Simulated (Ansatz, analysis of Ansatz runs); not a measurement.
# MgH2 (P4_2/mnm), nudged elastic band: Mg_i hop between voids (1.3 Å) (q = 0)

Aim: the barrier of one jump in MgH2 (P4_2/mnm) at charge 0: Mg_i hop between voids (1.3 Å). The model is a cell of 72 host atoms with 1 Mg put in; Mg is the atom that moves.

Program: Ansatz 0.2.0. Level of theory: plane-wave PAW DFT, PBEsol; relaxation of all atoms of a defect supercell. Values are calculated unless marked as measured.

### 1. Set-up

The cell holds 73 atoms: 25 Mg and 48 H. Cell: a = 8.954 Å, b = 8.954 Å, c = 9.023 Å, α = 90.0°, β = 90.0°, γ = 90.0°. It derives from MgH2 (space group P4_2/mnm). Nearest the centre at fractional (0.500, 0.250, 0.826): Mg73 at 0.63 Å, H54 at 1.62 Å, H16 at 1.62 Å, H15 at 2.17 Å, H53 at 2.17 Å, Mg13 at 2.24 Å, Mg49 at 2.24 Å, H3 at 2.25 Å.

The cell's shortest repeat is 9.0 Å.

### 2. Relaxation of the start point, charge 0

The ends come first: from an unrelaxed start the top is counted from too high an energy, and the barrier comes out too low. Small random displacements break the symmetry of the ideal sites, so that the defect can distort if it gains by it.

Input file q0.start/input.yaml:

```yaml
crystal:
  lattice:
    - [8.95437031, 0.0, 0.0]
    - [0.0, 8.95437031, 0.0]
    - [0.0, 0.0, 9.0232221]
  atoms:
    - { symbol: Mg, position: [0.25, 0.25, 0.16666667] }
    - { symbol: Mg, position: [0.0, 0.0, 0.0] }
    - { symbol: H, position: [0.34777188, 0.34777188, 0.0] }
    - { symbol: H, position: [0.40222812, 0.09777188, 0.16666667] }
    - { symbol: H, position: [0.15222812, 0.15222812, 0.0] }
    - { symbol: H, position: [0.09777188, 0.40222812, 0.16666667] }
    - { symbol: Mg, position: [0.25, 0.25, 0.5] }
    - { symbol: Mg, position: [0.0, 0.0, 0.33333333] }
    - { symbol: H, position: [0.34777188, 0.34777188, 0.33333333] }
    - { symbol: H, position: [0.40222812, 0.09777188, 0.5] }
    - { symbol: H, position: [0.15222812, 0.15222812, 0.33333333] }
    - { symbol: H, position: [0.09777188, 0.40222812, 0.5] }
    - { symbol: Mg, position: [0.25, 0.25, 0.83333333] }
    - { symbol: Mg, position: [0.0, 0.0, 0.66666667] }
    - { symbol: H, position: [0.34777188, 0.34777188, 0.66666667] }
    - { symbol: H, position: [0.40222812, 0.09777188, 0.83333333] }
    - { symbol: H, position: [0.15222812, 0.15222812, 0.66666667] }
    - { symbol: H, position: [0.09777188, 0.40222812, 0.83333333] }
    - { symbol: Mg, position: [0.25, 0.75, 0.16666667] }
    - { symbol: Mg, position: [0.0, 0.5, 0.0] }
    - { symbol: H, position: [0.34777188, 0.84777188, 0.0] }
    - { symbol: H, position: [0.40222812, 0.59777188, 0.16666667] }
    - { symbol: H, position: [0.15222812, 0.65222812, 0.0] }
    - { symbol: H, position: [0.09777188, 0.90222812, 0.16666667] }
    - { symbol: Mg, position: [0.25, 0.75, 0.5] }
    - { symbol: Mg, position: [0.0, 0.5, 0.33333333] }
    - { symbol: H, position: [0.34777188, 0.84777188, 0.33333333] }
    - { symbol: H, position: [0.40222812, 0.59777188, 0.5] }
    - { symbol: H, position: [0.15222812, 0.65222812, 0.33333333] }
    - { symbol: H, position: [0.09777188, 0.90222812, 0.5] }
    - { symbol: Mg, position: [0.25, 0.75, 0.83333333] }
    - { symbol: Mg, position: [0.0, 0.5, 0.66666667] }
    - { symbol: H, position: [0.34777188, 0.84777188, 0.66666667] }
    - { symbol: H, position: [0.40222812, 0.59777188, 0.83333333] }
    - { symbol: H, position: [0.15222812, 0.65222812, 0.66666667] }
    - { symbol: H, position: [0.09777188, 0.90222812, 0.83333333] }
    - { symbol: Mg, position: [0.75, 0.25, 0.16666667] }
    - { symbol: Mg, position: [0.5, 0.0, 0.0] }
    - { symbol: H, position: [0.84777188, 0.34777188, 0.0] }
    - { symbol: H, position: [0.90222812, 0.09777188, 0.16666667] }
    - { symbol: H, position: [0.65222812, 0.15222812, 0.0] }
    - { symbol: H, position: [0.59777188, 0.40222812, 0.16666667] }
    - { symbol: Mg, position: [0.75, 0.25, 0.5] }
    - { symbol: Mg, position: [0.5, 0.0, 0.33333333] }
    - { symbol: H, position: [0.84777188, 0.34777188, 0.33333333] }
    - { symbol: H, position: [0.90222812, 0.09777188, 0.5] }
    - { symbol: H, position: [0.65222812, 0.15222812, 0.33333333] }
    - { symbol: H, position: [0.59777188, 0.40222812, 0.5] }
    - { symbol: Mg, position: [0.75, 0.25, 0.83333333] }
    - { symbol: Mg, position: [0.5, 0.0, 0.66666667] }
    - { symbol: H, position: [0.84777188, 0.34777188, 0.66666667] }
    - { symbol: H, position: [0.90222812, 0.09777188, 0.83333333] }
    - { symbol: H, position: [0.65222812, 0.15222812, 0.66666667] }
    - { symbol: H, position: [0.59777188, 0.40222812, 0.83333333] }
    - { symbol: Mg, position: [0.75, 0.75, 0.16666667] }
    - { symbol: Mg, position: [0.5, 0.5, 0.0] }
    - { symbol: H, position: [0.84777188, 0.84777188, 0.0] }
    - { symbol: H, position: [0.90222812, 0.59777188, 0.16666667] }
    - { symbol: H, position: [0.65222812, 0.65222812, 0.0] }
    - { symbol: H, position: [0.59777188, 0.90222812, 0.16666667] }
    - { symbol: Mg, position: [0.75, 0.75, 0.5] }
    - { symbol: Mg, position: [0.5, 0.5, 0.33333333] }
    - { symbol: H, position: [0.84777188, 0.84777188, 0.33333333] }
    - { symbol: H, position: [0.90222812, 0.59777188, 0.5] }
    - { symbol: H, position: [0.65222812, 0.65222812, 0.33333333] }
    - { symbol: H, position: [0.59777188, 0.90222812, 0.5] }
    - { symbol: Mg, position: [0.75, 0.75, 0.83333333] }
    - { symbol: Mg, position: [0.5, 0.5, 0.66666667] }
    - { symbol: H, position: [0.84777188, 0.84777188, 0.66666667] }
    - { symbol: H, position: [0.90222812, 0.59777188, 0.83333333] }
    - { symbol: H, position: [0.65222812, 0.65222812, 0.66666667] }
    - { symbol: H, position: [0.59777188, 0.90222812, 0.83333333] }
    - { symbol: Mg, position: [0.440462, 0.288248, 0.826402] }
basis:
  ecutwfc: 420
  xc_grid: 2
hamiltonian:
  xc: pbesol
kpoints:
  mp_grid: { grid: [1, 1, 1], shift: [0.25, 0.25, 0.25] }
scf:
  occupations: { method: fixed }
  max_iter: 150
output:
  forces: true
relax:
  f_tol: 0.02
  max_steps: 70
  random_displacement: { amplitude: 0.03, seed: 4108 }
```

Command:

```
> ansatz run input.yaml --threads 4 --pin off --max-ram 7536MiB --backend cpu --events-out ev --progress --plain --runs-dir out
```

The log of the run:

```text
The last accepted step is kept in <dir> (removed where the run ends without a failure and the disk answers)
Engine: ansatz 0.2.0, aarch64-unknown-linux-gnu
Pseudopotentials: kind: paw
Pseudopotential: Mg, paw, valence charge 10, recommended cutoff 420 eV (normal), Mg.paw.azcp
Pseudopotential: H, paw, valence charge 1, recommended cutoff 420 eV (normal), H.paw.azcp
Functional definition: PBEsol
  exchange = pbesol_x
  correlation = pbesol_c
Crystal: 73 atoms, lattice volume = 723.489 Å³
Basis set: ecut = 420 eV, 14111 PW (Γ), exchange–correlation on 120×120×128 points (8 copies of the dense FFT grid, shifted against one another)
Bands: 222, of which v1, the nominal top of the filled ones, is band 149 counted from 1 (148 counted from 0)
Symmetry: 1 space group operations
k-points: 1
Non-local potential: Mg, projectors of the file, l = 0: 3, l = 1: 2, l = 2: 1
Non-local potential: H, projectors of the file, l = 0: 2, l = 1: 1
PAW form: soft (Blöchl's): semilocal exchange-correlation on the pseudo side does not see the compensation charge
PAW frozen core: Mg, regenerated for the run's functional, and the local potential with it (the file was generated under x = pbe(κ = 0.804, μ = 0.219515), c = pbe(β = 0.066725))
PAW one-centre angular grid: Mg, 110 points (default); XC on 64 Gauss nodes
PAW one-centre angular grid: H, 110 points (default); XC on 64 Gauss nodes
Initial density: superposition of atomic densities (neutral atoms: chi_scale 0, normalization atom), corrected by the library's trained network
Initial wavefunctions: pseudopotential atomic-orbital guess
Functional: x = pbesol(κ = 0.804, μ = 0.123457), c = pbesol(β = 0.046)
SCF iter   1: F=—  HF=-48556.712752 eV  |F-HF|=—  |Δ(HF+E_count)|=         —  Δρ=9.85e-3  dr2=6.33e-1  ethr=1.77e-3  ⟨swp⟩=6.0  Hψ=633  notcnv=0  defer=71
preconditioner: auto → Resta (q_TF=auto, 2.353 Å⁻¹)  ε∞=2.7  [insulator: Δε(μ)=0.358 eV  Ē_g=10.584 eV  n_scr=170 (ndim 8)  ℏωp=13.7 eV  f_vac=0.000  ε∞_Penn≈2.7]
SCF iter   2: F=—  HF=-48556.556488 eV  |F-HF|=—  |Δ(HF+E_count)|=   1.56e-1  Δρ=4.71e-3  dr2=1.47e-1  ethr=2.13e-4  ⟨swp⟩=2.0  Hψ=233  notcnv=0  defer=71
SCF iter   3: F=—  HF=-48556.515990 eV  |F-HF|=—  |Δ(HF+E_count)|=   4.05e-2  Δρ=6.94e-4  dr2=1.02e-2  ethr=4.94e-5  ⟨swp⟩=3.0  Hψ=205  notcnv=0  defer=40
automatic band count: iteration 3 solves 191 bands in place of 222: the levels show a gap, and the empty bands left out lie too high to hold charge; the band table lists the bands solved (type scf.n_extra_bands for more)
SCF iter   4: F=—  HF=-48556.514785 eV  |F-HF|=—  |Δ(HF+E_count)|=   1.20e-3  Δρ=3.05e-4  dr2=6.92e-4  ethr=3.44e-6  ⟨swp⟩=3.0  Hψ=197  notcnv=0  defer=40
SCF iter   5: F=—  HF=-48556.515586 eV  |F-HF|=—  |Δ(HF+E_count)|=   8.01e-4  Δρ=6.14e-5  dr2=5.50e-5  ethr=2.32e-7  ⟨swp⟩=2.0  Hψ=240  notcnv=0  defer=40
SCF iter   6: F=-48556.515581 eV  HF=-48556.515581 eV  |F-HF|=2.34e-7  |Δ(HF+E_count)|=   5.04e-6  Δρ=1.46e-5  dr2=2.41e-6  ethr=3.36e-9  ⟨swp⟩=6.0  Hψ=644  notcnv=0
SCF 1 converged in 6 iterations: F = -48556.515581 eV  dr2 = 2.41e-6
  greatest PAW one-centre occupation: 1.002 electrons in one spin orbital (limit 2), on the Mg atom at site 72 (counted from 0), in its partial waves of l = 1
relax step   1: F+E_penalty+E_count = -48556.51558107 eV  Δ(F+E_penalty+E_count) = +0.000e0 eV  max|allowed force component| = 1.141e1 eV/Å  Δτ_max = 0.0000 Å  (6 SCF iters, dr2 threshold 1.00e-5 eV, accepted)
[... the SCF cycles and remarks between the steps are left out from here to the last step ...]
relax step   2: F+E_penalty+E_count = -48559.63939483 eV  Δ(F+E_penalty+E_count) = -3.124e0 eV  max|allowed force component| = 7.181e0 eV/Å  Δτ_max = 0.1949 Å  (5 SCF iters, dr2 threshold 1.00e-4 eV, accepted)
relax step   3: F+E_penalty+E_count = -48561.47289508 eV  Δ(F+E_penalty+E_count) = -1.834e0 eV  max|allowed force component| = 2.688e0 eV/Å  Δτ_max = 0.1946 Å  (4 SCF iters, dr2 threshold 1.00e-4 eV, accepted)
relax step   4: F+E_penalty+E_count = -48562.10161317 eV  Δ(F+E_penalty+E_count) = -6.287e-1 eV  max|allowed force component| = 6.895e-1 eV/Å  Δτ_max = 0.1948 Å  (4 SCF iters, dr2 threshold 1.00e-4 eV, accepted)
relax step   5: F+E_penalty+E_count = -48562.29196056 eV  Δ(F+E_penalty+E_count) = -1.903e-1 eV  max|allowed force component| = 1.136e-1 eV/Å  Δτ_max = 0.2000 Å  (5 SCF iters, dr2 threshold 3.13e-5 eV, accepted)
relax step   6: F+E_penalty+E_count = -48562.26943590 eV  Δ(F+E_penalty+E_count) = +2.252e-2 eV  max|allowed force component| = 8.079e-2 eV/Å  Δτ_max = 0.2000 Å  (6 SCF iters, dr2 threshold 8.07e-7 eV, rejected (line search))
relax step   7: F+E_penalty+E_count = -48562.29659844 eV  Δ(F+E_penalty+E_count) = -4.638e-3 eV  max|allowed force component| = 1.005e-1 eV/Å  Δτ_max = 0.0783 Å  (6 SCF iters, accepted)
relax step   8: F+E_penalty+E_count = -48562.32159978 eV  Δ(F+E_penalty+E_count) = -2.500e-2 eV  max|allowed force component| = 3.789e-2 eV/Å  Δτ_max = 0.0564 Å  (5 SCF iters, dr2 threshold 6.31e-7 eV, accepted)
relax step   9: F+E_penalty+E_count = -48562.32091353 eV  Δ(F+E_penalty+E_count) = +6.862e-4 eV  max|allowed force component| = 3.067e-2 eV/Å  Δτ_max = 0.0441 Å  (5 SCF iters, rejected (line search))
SCF iter   1: F=—  HF=-48562.328446 eV  |F-HF|=—  |Δ(HF+E_count)|=         —  Δρ=1.52e-3  dr2=1.22e-2  ethr=4.16e-5  ⟨swp⟩=3.0  Hψ=265  notcnv=0  defer=40
automatic band count: iteration 1 solves 191 bands in place of 222: the levels show a gap, and the empty bands left out lie too high to hold charge; the band table lists the bands solved (type scf.n_extra_bands for more)
SCF iter   2: F=—  HF=-48562.326220 eV  |F-HF|=—  |Δ(HF+E_count)|=   2.23e-3  Δρ=8.33e-4  dr2=4.07e-3  ethr=4.11e-6  ⟨swp⟩=1.0  Hψ=199  notcnv=0  defer=40
SCF iter   3: F=—  HF=-48562.325105 eV  |F-HF|=—  |Δ(HF+E_count)|=   1.11e-3  Δρ=6.34e-5  dr2=1.17e-5  ethr=1.37e-6  ⟨swp⟩=2.0  Hψ=204  notcnv=0  defer=37
SCF iter   4: F=—  HF=-48562.325214 eV  |F-HF|=—  |Δ(HF+E_count)|=   1.09e-4  Δρ=1.11e-5  dr2=8.96e-7  ethr=3.94e-9  ⟨swp⟩=2.0  Hψ=226  notcnv=0  defer=36
SCF iter   5: F=-48562.325214 eV  HF=-48562.325214 eV  |F-HF|=1.46e-9  |Δ(HF+E_count)|=   2.45e-7  Δρ=1.68e-6  dr2=1.59e-8  ethr=3.36e-11  ⟨swp⟩=4.0  Hψ=642  notcnv=0
SCF 10 converged in 5 iterations: F = -48562.325214 eV  dr2 = 1.59e-8
relax step  10: F+E_penalty+E_count = -48562.32521425 eV  Δ(F+E_penalty+E_count) = -3.614e-3 eV  max|allowed force component| = 8.295e-3 eV/Å  Δτ_max = 0.0220 Å  (5 SCF iters, accepted)
SCF converged after 5 iterations
Free energy (F): -48562.325214 eV
Harris-Foulkes:  -48562.325214 eV  (|F-HF|=1.46e-9)
Internal energy: -48562.325214 eV  (E = F + TS)
E sigma→0 (E₀):  -48562.325214 eV
Fermi energy:    5.719173 eV
--- Per-component energies (eV) ---
  E_band       = -9233.660888
  E_kinetic    = 2564.302513
  E_local      = -42668.733268  (includes V_loc(G=0)·N_el)
  E_nonlocal   = 2464.244924
  E_hartree    = 15294.965096
  E_xc         = -1153.172759
  E_vxc        = -1498.963778  (∫ρ·V_xc dr)
  E_paw        = -7046.358366  (= ΣΔE_a)
  E_vpaw       = -684.381407  (= ΣTr[D̂ρ^β])
  E_aug_tail   = -0.059064  (compensation charges beyond the density's cutoff)
  E_ewald      = -18018.985847
  E_core_change = 1.471557  (= ΣΔE_core)
  E_smearing   = -0.000000  (= −TS)
  E_closure    = 0.000000  (closes the sum)
  Σ components = -48562.325214   (vs F -48562.325214, Δ=0.00e0)
--- Forces (eV/Å), atoms counted from 1 ---
  atom   1  Mg     0.00121294     0.00432740    -0.00521071
  atom   2  Mg    -0.00132636     0.00343396    -0.00184996
  atom   3  H     -0.00076501     0.00571041    -0.00091208
  [... 9 atoms left out ...]
  atom  13  Mg     0.00123885    -0.00649970    -0.00022985
  [... 1 atom left out ...]
  atom  15  H      0.00298078     0.00422316    -0.00618633
  atom  16  H     -0.00077511    -0.00378561     0.00680440
  [... 24 atoms left out ...]
  atom  41  H      0.00221091    -0.00201115    -0.00197270
  [... 7 atoms left out ...]
  atom  49  Mg     0.00345507    -0.00146008     0.00696220
  [... 3 atoms left out ...]
  atom  53  H     -0.00024422     0.00018114    -0.00272839
  atom  54  H     -0.00410626    -0.00500387     0.00373740
  [... 13 atoms left out ...]
  atom  68  Mg     0.00124955    -0.00226477    -0.00140615
  [... 4 atoms left out ...]
  atom  73  Mg     0.00091296    -0.00153121     0.00554131
  max |Σ_I F_I| component: 1.16e-5 eV/Å
--- Relaxed structure (10 steps of the walk, 8 accepted, 0 SCFs on fresh bases) ---
  F+E_penalty+E_count = -48562.32521425 eV   max|allowed force component| = 8.295e-3 eV/Å
  atoms:
    - { symbol: Mg, position: [0.257405, 0.248839, 0.162438] }
    - { symbol: Mg, position: [-0.000758, -0.008350, 0.005303] }
    - { symbol: H, position: [0.354773, 0.334393, -0.028712] }
    [... 9 atoms left out ...]
    - { symbol: Mg, position: [0.195301, 0.230592, 0.830478] }
    [... 1 atom left out ...]
    - { symbol: H, position: [0.361241, 0.330308, 0.679141] }
    - { symbol: H, position: [0.383727, 0.076885, 0.829894] }
    [... 24 atoms left out ...]
    - { symbol: H, position: [0.636024, 0.170549, -0.012915] }
    [... 7 atoms left out ...]
    - { symbol: Mg, position: [0.802272, 0.269937, 0.836021] }
    [... 3 atoms left out ...]
    - { symbol: H, position: [0.643688, 0.165261, 0.694823] }
    - { symbol: H, position: [0.614205, 0.423577, 0.835247] }
    [... 13 atoms left out ...]
    - { symbol: Mg, position: [0.495394, 0.527543, 0.660477] }
    [... 4 atoms left out ...]
    - { symbol: Mg, position: [0.498879, 0.250154, 0.832265] }
```

The job ended after 35 s (4 threads of Arm Neoverse V2, shared host; peak memory 0.98 GiB).

The steps of the relaxation:

```
step  energy less that of the first step (eV)  largest force component (eV/Å)
   1                                   0.0000                         11.4074
   2                                  -3.1238                          7.1806
   3                                  -4.9573                          2.6881
   4                                  -5.5860                          0.6895
   5                                  -5.7764                          0.1136
   6                                  -5.7539                          0.0808
   7                                  -5.7810                          0.1005
   8                                  -5.8060                          0.0379
   9                                  -5.8053                          0.0307
  10                                  -5.8096                          0.0083
```

Relaxation steps 6, 9 were tried and not accepted.

The atoms that moved most (Å, from the sites as typed, ahead of the random displacement, the mean shift of all atoms taken out):

```
atom      dx      dy      dz  length
Mg73   0.526  -0.338   0.054   0.628
Mg13  -0.487  -0.171  -0.024   0.516
Mg49   0.471   0.182   0.026   0.505
 H53  -0.074   0.120   0.255   0.292
  H3   0.066  -0.117  -0.258   0.290
Mg68  -0.038   0.250  -0.055   0.259
Mg56  -0.026   0.237   0.067   0.248
 H41  -0.142   0.167  -0.115   0.248
```

Neighbours of Mg73 at the end:

```
atom  distance (Å)
 H16         1.863
 H54         1.865
 H53         1.949
  H3         1.951
 H15         1.986
 H41         1.992
Mg49         2.723
Mg13         2.724
```

Read from the output:

```yaml
free_energy: -48562.3252 eV
r_m_s_move_of_the_farther_half_of_the_atoms: 0.08725 Å
largest_move_from_the_ideal_geometry_of_this_structure_a_common_shift_of_the_far_atoms_taken_out: 0.6280 Å
```

The relaxation gained 5.810 eV and ended with a largest force component of 0.0083 eV/Å.

(Continued in part 2 of 2.)

[Long decimals in the printed logs are rounded to 6 places.]

[Repeated set-up lines and some long k-point lines are left out of the logs, and relaxed atomic positions are cut to six decimals.]

[Logs are printed without paths, hosts, clocks, repeated set-up lines and the standing remarks that a program may print on its own settings, such as how far it seeks lower states.]

[Hosts, paths, dates, database ids (printed as entryN), source tags and the programs' standing remarks are cut or masked in the printed files.]
